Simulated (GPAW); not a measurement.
# Screening of a field by Sc2CS2 MXene monolayer, part 2 of 2

Aim: the dipole that a field along the normal induces in Sc2CS2 MXene monolayer.

GPAW 26.7.0; GPAW, PAW setups; layer in a repeated cell with vacuum, relaxation of atoms and in-plane cell (the session's first sound run).

So far. Step 4 (Field on): The dipole is now -0.0890 e Å, against -4.3e-4 in the run without a field. Step 5 (In a field): The dipole is now -0.0445 e Å, against -4.3e-4 in the run without a field.

## 8. In a field (continued)

Level of this step: GPAW, PAW setups; slab in vacuum (GPAW).

The electrostatic potential energy of an electron (without an applied field's), less the Fermi level, planar mean oscillates, so the rows of the table below give means over windows of 1.49 Å about each position, cut where the curve ends. Its maxima inside the range that stand out by 2 % of the span (Å: eV): 7.7: -3.60, 9.2: -2.29, 10.3: -2.40, 11.8: -4.00. Its minima: 7.0: -13.2, 8.5: -11.0, 9.8: -6.85, 11.1: -11.2, 12.6: -13.7.

Table of electrostatic potential energy of an electron (without an applied field's), less the Fermi level, planar mean by z; means over each step:

```csv
z (Å),"electrostatic potential energy of an electron (without an applied field's), less the Fermi level, planar mean (eV)"
0.74,7.17
2.23,7.21
3.72,7.21
5.21,6.88
6.70,-4.49
8.19,-7.17
9.68,-3.94
11.17,-7.36
12.66,-6.23
14.15,5.89
15.64,6.46
17.13,6.46
18.62,6.48
```

The dipole is now 0.0445 e Å, against -4.3e-4 in the run without a field.

## 9. Field on

File run.py:

```python
import json
import numpy as np
from ase import Atoms
from gpaw import GPAW, PW
from gpaw.external import ConstantElectricField

slab = Atoms(
    ['S', 'Sc', 'C', 'Sc', 'S'],
    positions=[
        [-0.00000, 2.03276, 7.00000],
        [1.76042, 1.01638, 8.43666],
        [-0.00000, 0.00000, 9.77759],
        [-0.00000, 2.03276, 11.11850],
        [1.76042, 1.01638, 12.55517]],
    cell=[[3.52085, 0.0, 0.0], [-1.76042, 3.04915, 0.0], [0.0, 0.0, 19.5552]],
    pbc=[True, True, False])

slab.calc = GPAW(mode=PW(500), xc='PBE', kpts={'size': (12, 12, 1), 'gamma': True},
                 occupations={'name': 'fermi-dirac', 'width': 0.05}, nbands='160%',
                 convergence={'density': 1e-05}, maxiter=200,
                 poissonsolver={'dipolelayer': 'xy'},
                 external=ConstantElectricField(0.2, [0, 0, 1]),
                 symmetry={'tolerance': 1e-3}, txt='slab.txt')
result = {}
energy = slab.get_potential_energy()
fermi = slab.calc.get_fermi_level()
v = slab.calc.get_electrostatic_potential().mean((0, 1)) - fermi
n = slab.calc.get_pseudo_density().mean((0, 1))
L = slab.cell[2, 2]
z = np.arange(len(v)) * L / len(v)
low, high = slab.positions[:, 2].min(), slab.positions[:, 2].max()
below, above = np.interp([low - 4.8, high + 4.8], z, v)
slopes = [np.interp(x, z, np.gradient(v, z)) for x in (low - 4.8, high + 4.8)]
eps = np.array([[slab.calc.get_eigenvalues(k, s) for k in range(len(slab.calc.get_ibz_k_points()))]
                for s in range(slab.calc.get_number_of_spins())]) - fermi
top, bottom = eps[eps < 0].max(), eps[eps > 0].min()
dipole = slab.get_dipole_moment()[2]
print(f'energy {energy:.4f} eV, Fermi level {fermi:.4f} eV, dipole {dipole:.5f} e A')
print(f'potential 4.8 A off the faces, from the Fermi level: lower {below:.4f} eV, upper {above:.4f} eV')
print(f'slope of the potential there: lower {slopes[0]:.5f}, upper {slopes[1]:.5f} eV/A')
print(f'nearest levels on the mesh: {top:.4f} and {bottom:.4f} eV')
print('magnetic moment', round(slab.get_magnetic_moment(), 3))
result.update(energy=energy, fermi=fermi, dipole=dipole, below=below, above=above, slopes=slopes, edges=[top, bottom],
              z=z.tolist(), v=v.tolist(), n=n.tolist(), positions=slab.positions.tolist(),
              forces=slab.get_forces(apply_constraint=False).tolist(), moments=slab.get_magnetic_moments().tolist())
json.dump(result, open('result.json', 'w'))
```

Command:

```sh
OMP_NUM_THREADS=1 OPENBLAS_NUM_THREADS=1 python run.py
```

Log:

```text
energy -30.5380 eV, Fermi level -1.9370 eV, dipole 0.08900 e A
potential 4.8 A off the faces, from the Fermi level: lower 7.5907 eV, upper 6.0906 eV
slope of the potential there: lower 0.00003, upper 0.00005 eV/A
nearest levels on the mesh: -0.0227 and 0.0184 eV
magnetic moment 0.0
```

Run time: 4.3 min. Hardware: 1 thread of Arm Neoverse V2, shared host; peak memory 0.57 GiB.

The dipole is now 0.0890 e Å, against -4.3e-4 in the run without a field.

## 10. Field on

Edit run.py of step 9 so:

```diff
@@ -21,3 +21,3 @@
                  poissonsolver={'dipolelayer': 'xy'},
-                 external=ConstantElectricField(0.2, [0, 0, 1]),
+                 external=ConstantElectricField(0.3, [0, 0, 1]),
                  symmetry={'tolerance': 1e-3}, txt='slab.txt')
```

Log:

```text
energy -30.5491 eV, Fermi level -1.9380 eV, dipole 0.13349 e A
potential 4.8 A off the faces, from the Fermi level: lower 7.9677 eV, upper 5.7175 eV
slope of the potential there: lower 0.00004, upper 0.00007 eV/A
nearest levels on the mesh: -0.0228 and 0.0185 eV
magnetic moment 0.0
```

The job ended after 4.1 min (1 thread; peak memory 0.57 GiB).

The electrostatic potential energy of an electron (without an applied field's), less the Fermi level, planar mean oscillates, so the rows of the table below give means over windows of 0.5 Å about each position, cut where the curve ends. Its maxima inside the range that stand out by 2 % of the span (Å: eV): 1.49: 7.97, 7.73: -3.19, 9.22: -2.18, 10.24: -2.50, 11.83: -4.41. Its minima: 6.98: -12.6, 8.47: -10.7, 9.78: -6.85, 11.08: -11.5, 12.57: -14.3.

Table of electrostatic potential energy of an electron (without an applied field's), less the Fermi level, planar mean by z; means over each step:

```csv
z (Å),"electrostatic potential energy of an electron (without an applied field's), less the Fermi level, planar mean (eV)"
0.0,7.25
0.5,7.90
1.0,7.97
1.5,7.97
2.0,7.97
2.5,7.97
3.0,7.97
3.5,7.97
4.0,7.96
4.5,7.95
5.0,7.88
5.5,7.54
6.0,5.91
6.5,-0.917
7.0,-10.9
7.5,-5.03
8.0,-6.04
8.5,-9.86
9.0,-4.23
9.5,-4.11
10.0,-4.73
10.5,-4.13
11.0,-10.3
11.5,-7.74
12.0,-5.81
12.5,-12.6
13.0,-4.04
13.5,3.44
14.0,5.27
14.5,5.63
15.0,5.70
15.5,5.71
16.0,5.72
16.5,5.72
17.0,5.72
17.5,5.72
18.0,5.72
18.5,5.72
19.0,5.75
```

The dipole is now 0.133 e Å, against -4.3e-4 in the run without a field.

## 11. The series

The members are put on one axis.

This step: induced dipole against applied field (GPAW 26.7.0).

Dipole along the normal against field:

```csv
field (V/Å),dipole along the normal (e·Å)
-0.200,-0.0890
-0.100,-0.0445
-0.050,-0.0222
0.000,-4.3e-4
0.050,0.0222
0.100,0.0445
0.200,0.0890
0.300,0.133
```

## 12. What came out

- work function, upper and lower face: 6.843 and 6.835 eV
- dipole along the normal: -4.3e-4 e Å
- induced dipole per field: 0.445 e Å per V/Å
- out-of-plane polarisability per area, α/(ε0 A): 7.50 Å

**Reading.** The field induces 0.445 e Å per V/Å, a polarisable thickness α/(ε0 A) of 7.50 Å beside 5.56 Å between the outermost nuclei. A perfect conductor would give the distance between its two image planes; a dielectric of thickness t gives t(1 - 1/ε). The induced dipole is linear in the field over this range. The starting lattice was a guess from atomic radii; the relaxation moved it by 9 %. The small printed dipole stands for a step of 7.3 meV from the lower to the upper face, and the probes find 7.5 meV; values this small are near the numerical noise of both. The layer's cell and atoms come from the relaxation; spin-orbit coupling and temperature are left out.

[Logs are printed without paths, hosts, clocks, repeated set-up lines and the standing remarks that a program may print on its own settings, such as how far it seeks lower states.]

[Hosts, paths, dates, database ids (printed as entryN), source tags and the programs' standing remarks are cut or masked in the printed files.]
